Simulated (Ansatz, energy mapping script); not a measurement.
# Spin model of EuCd2P2 from collinear orders

Wanted: the magnetic order of EuCd2P2, its couplings and an estimate of its ordering temperature, by PBEsol+U (9.6 eV).

Main program and level: Ansatz 0.2.0; PBEsol with U = 9.6 eV on Eu f, ortho-atomic projectors; plane waves, U on orthogonalised atomic orbitals unless named otherwise, collinear spin, no spin–orbit coupling.

### Step 1. Starting point

It takes space group P-3m1 (No. 164, trigonal). The conventional cell has a = 4.340 Å, b = 4.340 Å, c = 7.133 Å, α = 90.00°, β = 90.00°, γ = 120.00°. Nearest to Eu lie 6 P at 3.06 Å. Nearest to Cd lie 4 P at 2.64 to 2.79 Å. Nearest to P lie 4 Cd at 2.64 to 2.79 Å and 3 Eu at 3.06 Å. Farther neighbours are not listed.

The cell comes from a database of computed structures, and need not be the one that the compound takes in experiment.

The U corrects the self-interaction that lets semilocal functionals spread d and f electrons too far. Its value here is typed, not computed.

### Step 2. One set of occupation matrices for all orders

A corrected shell can settle in several orbital fillings. One parallel run, with an occupation width a fifth wider than the orders use, therefore is to supply the occupation matrices. All orders start from them.

The input, input.yaml:

```yaml
crystal:
  lattice:
    - [4.339728551, 0.0, 0.0]
    - [-2.169864275, 3.758315171, 0.0]
    - [0.0, 0.0, 7.13261692]
  atoms:
    - { symbol: Eu, position: [0.0, 0.0, 0.0], spin: 7.0 }
    - { symbol: Cd, position: [0.666666667, 0.333333333, 0.36159118] }
    - { symbol: Cd, position: [0.333333333, 0.666666667, 0.63840882] }
    - { symbol: P, position: [0.666666667, 0.333333333, 0.75297234] }
    - { symbol: P, position: [0.333333333, 0.666666667, 0.24702766] }
magnetization:
  spin_polarized: true
kpoints:
  mp_grid: { grid: [7, 7, 4] }
hamiltonian:
  xc: pbesol
  hubbard:
    sites: [{ species: Eu, l: f, u_eff: 9.6 }]
    projectors: ortho-atomic
scf:
  occupations: { method: fermi_dirac, width: 0.12 }
output:
  eigenvalues: true
```

Started as:

```console
$ ansatz run input.yaml --threads 4 --pin off --max-ram 8192MiB --backend cpu --events-out ev --progress --plain --runs-dir out
```

Numbers of over 12 decimals in the logs are rounded to 6 here.

The log of the run:

```text
Engine: ansatz 0.2.0, aarch64-unknown-linux-gnu
Pseudopotentials: kind: paw
Pseudopotential: Eu, paw, valence charge 17, recommended cutoff 420 eV (normal), Eu.paw.azcp
Pseudopotential: Cd, paw, valence charge 20, recommended cutoff 420 eV (normal), Cd.paw.azcp
Pseudopotential: P, paw, valence charge 5, recommended cutoff 420 eV (normal), P.paw.azcp
Functional definition: PBEsol
  exchange = pbesol_x
  correlation = pbesol_c
Crystal: 5 atoms, lattice volume = 116.333 Å³
Basis set: ecut = 420 eV, 2273 PW (Γ)
Bands: 47, of which v1, the nominal top of the filled ones, is band 34 counted from 1 (33 counted from 0)
Symmetry: 12 space group operations
Space group: P-3m1 (ITA 164), of the structure as read, at distance tolerance 4.9e-5 Å
Magnetic group: BNS 164.85 (UNI 1315), of the structure as read, at distance tolerance 4.9e-5 Å
k-points: 28 of 196
Non-local potential: Eu, projectors of the file, l = 0: 3, l = 1: 2, l = 2: 2, l = 3: 3
Non-local potential: Cd, projectors of the file, l = 0: 3, l = 1: 2, l = 2: 2, l = 3: 1
Non-local potential: P, projectors of the file, l = 0: 2, l = 1: 2, l = 2: 2
PAW form: soft (Blöchl's): semilocal exchange-correlation on the pseudo side does not see the compensation charge
PAW frozen core: Eu, regenerated for the run's functional, and the local potential with it (the file was generated under x = pbe(κ = 0.804, μ = 0.219515), c = pbe(β = 0.066725))
PAW frozen core: Cd, regenerated for the run's functional, and the local potential with it (the file was generated under x = pbe(κ = 0.804, μ = 0.219515), c = pbe(β = 0.066725))
PAW frozen core: P, regenerated for the run's functional, and the local potential with it (the file was generated under x = pbe(κ = 0.804, μ = 0.219515), c = pbe(β = 0.066725))
PAW one-centre angular grid: Eu, 590 points (default); XC on 64 Gauss nodes
PAW one-centre angular grid: Cd, 590 points (default); XC on 64 Gauss nodes
PAW one-centre angular grid: P, 110 points (default); XC on 64 Gauss nodes
Initial density: superposition of atomic densities (chi_scale 0.1, normalization cell, long waves kept (reshape's long-wave potential 0.17 eV rms))
Initial wavefunctions: pseudopotential atomic-orbital guess
Functional: x = pbesol(κ = 0.804, μ = 0.123457), c = pbesol(β = 0.046)
SCF iter   1: F=—  HF=-26513.630100 eV  |F-HF|=—  |Δ(HF+E_count)|=         —  Δρ=4.31e-2 (↑4.31e-2 ↓2.30e-2)  dr2=3.18e0  dr2_m=6.05e-1  M=6.999 μB ∫|m|=7.109 μB  β_m=0.30  ethr=3.10e-3  ⟨swp⟩=6.4  Hψ=10438  notcnv=0  defer=11
preconditioner: auto → Resta (q_TF=auto, 2.489 Å⁻¹)  ε∞=4.5  [insulator: Δε(μ)=0.824 eV  Ē_g=12.938 eV  σ=0.120 eV  W_gap=0.82  n_scr=34 (ndim 8)  ℏωp=24.1 eV  f_vac=0.011  D(μ)=0.03/eV (n_scr^D=0)  ε∞_Penn≈4.5]
[...]
spin=Collinear: Resta preconditioning applied to the charge; magnetization (m = ρ↑ − ρ↓) channel mixes plain (no charge-response kernel on spin).
SCF iter   2: F=—  HF=-26515.377749 eV  |F-HF|=—  |Δ(HF+E_count)|=   2.20e-5  Δρ=6.33e-5 (↑6.33e-5 ↓4.13e-5)  dr2=1.70e-5  dr2_m=3.33e-7  M=6.999 μB ∫|m|=7.174 μB  β_m=0.30  ethr=3.00e-8  ⟨swp⟩=2.0  Hψ=4103  notcnv=0
SCF iter   3: F=—  HF=-26515.377745 eV  |F-HF|=—  |Δ(HF+E_count)|=   3.49e-6  Δρ=2.59e-5 (↑2.59e-5 ↓2.02e-5)  dr2=4.24e-6  dr2_m=2.19e-8  M=6.999 μB ∫|m|=7.173 μB  β_m=0.41  ethr=2.53e-8  ⟨swp⟩=1.6  Hψ=2854  notcnv=0
SCF iter   4: F=—  HF=-26515.377744 eV  |F-HF|=—  |Δ(HF+E_count)|=   1.04e-6  Δρ=6.39e-6 (↑5.89e-6 ↓6.39e-6)  dr2=3.21e-7  dr2_m=2.76e-9  M=6.999 μB ∫|m|=7.173 μB  β_m=0.52  ethr=6.33e-9  ⟨swp⟩=2.1  Hψ=3755  notcnv=0
SCF iter   5: F=-26515.377744 eV  HF=-26515.377744 eV  |F-HF|=6.72e-9  |Δ(HF+E_count)|=   9.63e-8  Δρ=2.43e-6 (↑2.35e-6 ↓2.43e-6)  dr2=3.04e-8  dr2_m=1.95e-9  M=6.999 μB ∫|m|=7.173 μB  ethr=1.49e-10  ⟨swp⟩=8.2  Hψ=9855  notcnv=0
SCF 1 converged in 5 iterations: F = -26515.377744 eV  dr2 = 3.04e-8
[...]
SCF converged after 24 iterations (19 of them in the search for the orbital order of the open f shells)
Magnetization: 6.9993 μB (36.9997 up, 30.0003 down)
Absolute magnetization: 7.1744 μB (∫|ρ↑−ρ↓|, with the PAW one-centre terms)
Spin contamination: 0.0139 ħ² per cell (⟨S²⟩ above its minimum at these occupations)
Per-site moments (μB) at R_I (Å): [(6.909462, 1.263505), (-0.00433469, 1.087113), (-0.00433469, 1.087113), (-0.027713, 1.087113), (-0.027713, 1.087113)]
Free energy (F): -26515.377744 eV
Harris-Foulkes:  -26515.377744 eV  (|F-HF|=6.72e-9)
Internal energy: -26515.374375 eV  (E = F + TS)
E sigma→0 (E₀):  -26515.376059 eV
Entropy (-TS):   -0.003370 eV (-0.674 meV/atom)
Fermi energy:    10.903458 eV
--- Per-component energies (eV) ---
  E_band       = -910.877429
  E_kinetic    = 1497.598250
  E_local      = -9483.684011  (includes V_loc(G=0)·N_el)
  E_nonlocal   = 625.789005
  E_hartree    = 4284.849938
  E_xc         = -648.092647
  E_vxc        = -764.953353  (∫ρ·V_xc dr)
  E_hubbard    = 0.200134  (on-site DFT+U / exact-exchange correction)
  E_vhub       = -33.082440  (the Hubbard potential's part of the band-sum identity)
  E_paw        = -15426.713584  (= ΣΔE_a)
  E_vpaw       = -1322.244503  (= ΣTr[D̂ρ^β])
  E_aug_tail   = 0.000029  (compensation charges beyond the density's cutoff)
  E_ewald      = -7366.684432
  E_core_change = 1.362943  (= ΣΔE_core)
  E_smearing   = -0.003370  (= −TS)
  E_closure    = -0.000000  (closes the sum)
  Σ components = -26515.377744   (vs F -26515.377744, Δ=0.00e0)
--- Band table (eV; the first three rows and the last of 56) ---
  k-point 0 ↑: bands = [... 30 lower, 7.5388, 7.6094, 9.0759, 9.0759, 10.6440, 10.6560, 10.6560, 11.1237, ... 9 higher]
  k-point 1 ↑: bands = [... 30 lower, 7.5434, 7.6094, 9.2142, 9.2142, 9.5109, 10.3855, 10.3855, 11.2967, ... 9 higher]
  k-point 2 ↑: bands = [... 30 lower, 7.6094, 7.9293, 8.5257, 9.4253, 9.4253, 10.0664, 10.0664, 11.2320, ... 9 higher]
  k-point 27 ↓: bands = [... 30 lower, 12.7200, 12.9195, 14.2581, 14.4975, 14.7913, 14.9202, 16.0024, 16.9939, ... 9 higher]
Occupation matrices written to <dir>
```

Wall time 35 s (4 threads of Arm Neoverse V2, shared host); peak memory 0.59 GiB.

Reading the cycles: dr2 is the Hartree energy of the density residual (eV), the measure of convergence; HF is the Harris–Foulkes estimate of the energy, which meets the free energy F at convergence.

Numbers from this step:

* final state: ferromagnetic
* electrons in the corrected shells: 6.976 e
* largest moment: 6.909 μB

### Step 3. Order 1: parallel, cell A of 10 atoms

Each cell gets its own parallel run on the same mesh, so that most of the mesh error cancels in the differences.

The input, input.yaml:

```yaml
crystal:
  lattice:
    - [-4.339728551, 0.0, 0.0]
    - [1.0e-09, 7.516630342, 0.0]
    - [2.169864275, -3.758315171, -7.13261692]
  atoms:
    - { symbol: Eu, position: [0.0, 0.0, 0.0], spin: 7.0 }
    - { symbol: Eu, position: [0.5, 0.5, 0.0], spin: 7.0 }
    - { symbol: Cd, position: [0.31920441, 0.985871076, 0.63840882] }
    - { symbol: Cd, position: [0.81920441, 0.485871077, 0.63840882] }
    - { symbol: Cd, position: [0.68079559, 0.014128924, 0.36159118] }
    - { symbol: Cd, position: [0.18079559, 0.514128923, 0.36159118] }
    - { symbol: P, position: [0.12351383, 0.790180496, 0.24702766] }
    - { symbol: P, position: [0.62351383, 0.290180497, 0.24702766] }
    - { symbol: P, position: [0.87648617, 0.209819504, 0.75297234] }
    - { symbol: P, position: [0.37648617, 0.709819503, 0.75297234] }
magnetization:
  spin_polarized: true
kpoints:
  mp_grid: { grid: [7, 4, 7] }
hamiltonian:
  xc: pbesol
  hubbard:
    sites:
      - { species: Eu, l: f, u_eff: 9.6 }
      - { site: 0, l: f, u_eff: 9.6, starting_ns: [{ spin: up, occupation_matrix: eu1_major }, { spin: down, occupation_matrix: eu1_minor }] }
      - { site: 1, l: f, u_eff: 9.6, starting_ns: [{ spin: up, occupation_matrix: eu1_major }, { spin: down, occupation_matrix: eu1_minor }] }
    projectors: ortho-atomic
    occupation_matrices:
      eu1_major:
        matrix:
          - [0.996, 0.0, 0.0, 0.0, 0.0, 0.0, 0.001]
          - [0.0, 0.995, 0.0, 0.0, -0.001, 0.0, 0.0]
          - [0.0, 0.0, 0.995, -0.001, 0.0, 0.0, 0.0]
          - [0.0, 0.0, -0.001, 0.994, 0.0, 0.0, 0.0]
          - [0.0, -0.001, 0.0, 0.0, 0.994, 0.0, 0.0]
          - [0.0, 0.0, 0.0, 0.0, 0.0, 0.996, 0.0]
          - [0.001, 0.0, 0.0, 0.0, 0.0, 0.0, 0.995]
      eu1_minor:
        matrix:
          - [0.001, 0.0, 0.0, 0.0, 0.0, 0.0, 0.0]
          - [0.0, 0.001, 0.0, 0.0, 0.0, 0.0, 0.0]
          - [0.0, 0.0, 0.001, 0.0, 0.0, 0.0, 0.0]
          - [0.0, 0.0, 0.0, 0.002, 0.0, 0.0, 0.0]
          - [0.0, 0.0, 0.0, 0.0, 0.002, 0.0, 0.0]
          - [0.0, 0.0, 0.0, 0.0, 0.0, 0.001, 0.0]
          - [0.0, 0.0, 0.0, 0.0, 0.0, 0.0, 0.002]
scf:
  occupations: { method: fermi_dirac, width: 0.1 }
output:
  eigenvalues: true
```

The log of the run:

```text
[...]
Crystal: 10 atoms, lattice volume = 232.667 Å³
Basis set: ecut = 420 eV, 4545 PW (Γ)
Bands: 89, of which v1, the nominal top of the filled ones, is band 67 counted from 1 (66 counted from 0)
Symmetry: 8 space group operations
[...]
k-points: 60 of 196
[...]
Starting moments: Σ|m| = 14 μB on 2 of 10 sites
[...]
SCF iter   1: F=—  HF=-53031.186424 eV  |F-HF|=—  |Δ(HF+E_count)|=         —  Δρ=1.94e-1 (↑1.94e-1 ↓1.45e-1)  dr2=2.08e1  dr2_m=6.02e1  M=14.003 μB ∫|m|=15.149 μB  β_m=1.00  ethr=3.10e-3  ⟨swp⟩=6.8  Hψ=40093  notcnv=0
[...]
SCF iter   5: F=—  HF=-53028.241875 eV  |F-HF|=—  |Δ(HF+E_count)|=    3.70e0  Δρ=2.44e-3 (↑1.68e-3 ↓2.44e-3)  dr2=1.18e-2  dr2_m=6.62e-3  M=13.999 μB ∫|m|=14.370 μB  β_m=0.30  ethr=9.19e-5  ⟨swp⟩=2.1  Hψ=17667  notcnv=0  defer=896
[...]
spin-set hold released at iteration 5 (site moments contracting): the magnetisation degrees of freedom join the quasi-Newton model from the next iteration; the mixer history was flushed
SCF iter   6: F=—  HF=-53029.494396 eV  |F-HF|=—  |Δ(HF+E_count)|=    1.25e0  Δρ=2.74e-3 (↑1.68e-3 ↓2.74e-3)  dr2=7.94e-3  dr2_m=9.30e-3  M=13.999 μB ∫|m|=14.360 μB  β_m=0.64  ethr=8.77e-6  ⟨swp⟩=2.2  Hψ=16787  notcnv=0  defer=896
[...]
SCF iter  13: F=-53030.761875 eV  HF=-53030.761875 eV  |F-HF|=6.07e-9  |Δ(HF+E_count)|=   3.07e-7  Δρ=1.44e-6 (↑1.44e-6 ↓7.31e-7)  dr2=1.05e-8  dr2_m=9.81e-10  M=13.999 μB ∫|m|=14.347 μB  ethr=7.46e-11  ⟨swp⟩=17.2  Hψ=53686  notcnv=0
SCF 1 converged in 13 iterations: F = -53030.761875 eV  dr2 = 1.05e-8
[...]
SCF converged after 13 iterations
Magnetization: 13.9992 μB (73.9996 up, 60.0004 down)
Absolute magnetization: 14.3491 μB (∫|ρ↑−ρ↓|, with the PAW one-centre terms)
[...]
Per-site moments (μB) at R_I (Å): [(6.909469, 1.263505), (6.909469, 1.263505), (-0.00432883, 1.087113), (-0.00432883, 1.087113), (-0.00432883, 1.087113), (-0.00432883, 1.087113), (-0.027660, 1.087113), (-0.027660, 1.087113), (-0.027660, 1.087113), (-0.027660, 1.087113)]
Free energy (F): -53030.761875 eV
[...]
Internal energy: -53030.759337 eV  (E = F + TS)
E sigma→0 (E₀):  -53030.760606 eV
Entropy (-TS):   -0.002538 eV (-0.254 meV/atom)
Fermi energy:    10.915067 eV
[...]
--- Specified on-site occupations, and those of the state reported ---
  electrons in the specified blocks: 13.9500 specified, 13.9510 found
  site 0 (l=f) ↓: largest change of an orbital's occupation 0.0014; electrons 0.0100 specified, 0.0087 found; spectral distance 0.0009
[...]
site 1 (l=f) ↑: largest change of an orbital's occupation 0.0005; electrons 6.9650 specified, 6.9668 found; spectral distance 0.0009
[...]
--- Band table (eV; the first three rows and the last of 120) ---
  k-point 0 ↑: bands = [... 63 lower, 7.5861, 7.6103, 8.0544, 8.0874, 9.0753, 9.0753, 9.6466, 9.8288, ... 18 higher]
  k-point 1 ↑: bands = [... 63 lower, 7.5838, 7.6103, 8.0430, 8.1664, 9.1230, 9.1230, 9.5182, 9.5582, ... 18 higher]
  k-point 2 ↑: bands = [... 63 lower, 7.5809, 7.6103, 8.0239, 8.3682, 8.9298, 9.2511, 9.2511, 9.3254, ... 18 higher]
  k-point 59 ↓: bands = [... 63 lower, 12.8575, 12.9743, 13.6056, 13.6301, 13.8988, 14.8917, 15.1126, 16.1140, ... 18 higher]
Occupation matrices written to <dir>
```

Wall time 50 s (4 threads); peak memory 2.2 GiB.

Spin moment in the sphere by atom:

```csv
atom,spin moment in the sphere (μB)
Eu1,6.91
Eu2,6.91
Cd3,0.00
Cd4,0.00
Cd5,0.00
Cd6,0.00
P7,-0.03
P8,-0.03
P9,-0.03
P10,-0.03
```

The run ends ferromagnetic.

### Step 4. Run 2 (compensated +−; cell A, 10 atoms)

This order reverses 4 of the 6 neighbours at 4.34 Å and 2 of the 2 neighbours at 7.13 Å, counted for an average magnetic atom.

Edit input.yaml of step 3 so:

```diff
@@ -7,3 +7,3 @@
     - { symbol: Eu, position: [0.0, 0.0, 0.0], spin: 7.0 }
-    - { symbol: Eu, position: [0.5, 0.5, 0.0], spin: 7.0 }
+    - { symbol: Eu, position: [0.5, 0.5, 0.0], spin: -7.0 }
     - { symbol: Cd, position: [0.31920441, 0.985871076, 0.63840882] }
@@ -26,3 +26,3 @@
       - { site: 0, l: f, u_eff: 9.6, starting_ns: [{ spin: up, occupation_matrix: eu1_major }, { spin: down, occupation_matrix: eu1_minor }] }
-      - { site: 1, l: f, u_eff: 9.6, starting_ns: [{ spin: up, occupation_matrix: eu1_major }, { spin: down, occupation_matrix: eu1_minor }] }
+      - { site: 1, l: f, u_eff: 9.6, starting_ns: [{ spin: up, occupation_matrix: eu1_minor }, { spin: down, occupation_matrix: eu1_major }] }
     projectors: ortho-atomic
```

The log of the run:

```text
[...]
Crystal: 10 atoms, lattice volume = 232.667 Å³
Basis set: ecut = 420 eV, 4545 PW (Γ)
Bands: 89, of which v1, the nominal top of the filled ones, is band 67 counted from 1 (66 counted from 0)
Symmetry: 4 space group operations
[...]
k-points: 60 of 196
[...]
Starting moments: Σ|m| = 14 μB on 2 of 10 sites
Starting magnetic order: antiferromagnet; a translation exchanges its spin sublattices: spin-degenerate at every k-point
[...]
WARN: the translation (0.5, 0.5, 0) carries every atom to within crystal.symmetry.tolerance of an atom of its element with the starting moment reversed, but both spin channels are solved: site 5 translated lies 1.00e-9 (fractional; 7.52e-9 Å) from site 4 (counted from 0 in this solve's list of atoms, which can differ from the deck's where the deck declares a space group, asks for a supercell or sets defects), and one [...]
SCF iter   1: F=—  HF=-53031.306813 eV  |F-HF|=—  |Δ(HF+E_count)|=         —  Δρ=1.71e-1 (↑1.71e-1 ↓1.71e-1)  dr2=2.10e1  dr2_m=6.02e1  M=-0.000 μB ∫|m|=14.905 μB  β_m=1.00  ethr=3.10e-3  ⟨swp⟩=6.0  Hψ=40867  notcnv=0  defer=58
[...]
SCF iter  12: F=-53030.758710 eV  HF=-53030.758710 eV  |F-HF|=7.86e-8  |Δ(HF+E_count)|=   2.96e-6  Δρ=2.69e-6 (↑2.69e-6 ↓2.69e-6)  dr2=7.92e-8  dr2_m=1.57e-9  M=-0.000 μB ∫|m|=14.273 μB  ethr=7.46e-11  ⟨swp⟩=16.8  Hψ=75526  notcnv=0
SCF 1 converged in 12 iterations: F = -53030.758710 eV  dr2 = 7.92e-8
[...]
SCF converged after 12 iterations
Magnetization: -0.0000 μB (67.0000 up, 67.0000 down)
Absolute magnetization: 14.2756 μB (∫|ρ↑−ρ↓|, with the PAW one-centre terms)
[...]
Per-site moments (μB) at R_I (Å): [(6.909406, 1.263505), (-6.909406, 1.263505), (0.0023507, 1.087113), (-0.0023507, 1.087113), (0.0023507, 1.087113), (-0.0023507, 1.087113), (0.010593, 1.087113), (-0.010593, 1.087113), (0.010593, 1.087113), (-0.010593, 1.087113)]
Free energy (F): -53030.758710 eV
[...]
Internal energy: -53030.756515 eV  (E = F + TS)
E sigma→0 (E₀):  -53030.757613 eV
Entropy (-TS):   -0.002195 eV (-0.220 meV/atom)
Fermi energy:    10.899492 eV
[...]
--- Specified on-site occupations, and those of the state reported ---
  electrons in the specified blocks: 13.9500 specified, 13.9521 found
[...]
--- Band table (eV; the first three rows and the last of 120) ---
  k-point 0 ↑: bands = [... 63 lower, 9.7481, 10.4989, 10.5521, 10.5557, 11.1776, 11.4698, 11.6821, 12.5495, ... 18 higher]
  k-point 1 ↑: bands = [... 63 lower, 9.5074, 10.0036, 10.4564, 10.4596, 11.3181, 11.7056, 11.7531, 12.5531, ... 18 higher]
  k-point 2 ↑: bands = [... 63 lower, 9.3019, 9.3293, 10.2300, 10.2322, 11.2999, 11.6347, 12.1765, 12.7528, ... 18 higher]
  k-point 59 ↓: bands = [... 63 lower, 9.0214, 9.2914, 9.4488, 9.5680, 11.6990, 11.7820, 12.4715, 12.7930, ... 18 higher]
Occupation matrices written to <dir>
```

The job ended after 46 s (4 threads; peak memory 2.3 GiB; 3 min of CPU time).

Spin moment in the sphere by atom:

```csv
atom,spin moment in the sphere (μB)
Eu1,6.91
Eu2,-6.91
Cd3,0.00
Cd4,0.00
Cd5,0.00
Cd6,0.00
P7,0.01
P8,-0.01
P9,0.01
P10,-0.01
```

The run ends antiferromagnetic, 1.50 meV a magnetic atom above the parallel order of its cell (energies taken at zero occupation width, not the printed F).

(Continued in part 2 of 2.)

[Logs and program files are shortened in this print: banners, set-up blocks, solver, clock and traceback lines can be left out without a mark of their own.]

[Logs are printed without paths, hosts, clocks, repeated set-up lines and the standing remarks that a program may print on its own settings, such as how far it seeks lower states.]

[Hosts, paths, dates, database ids (printed as entryN), source tags and the programs' standing remarks are cut or masked in the printed files.]

[Where a cell is said to come from a database of computed structures, the database is the Materials Project.]
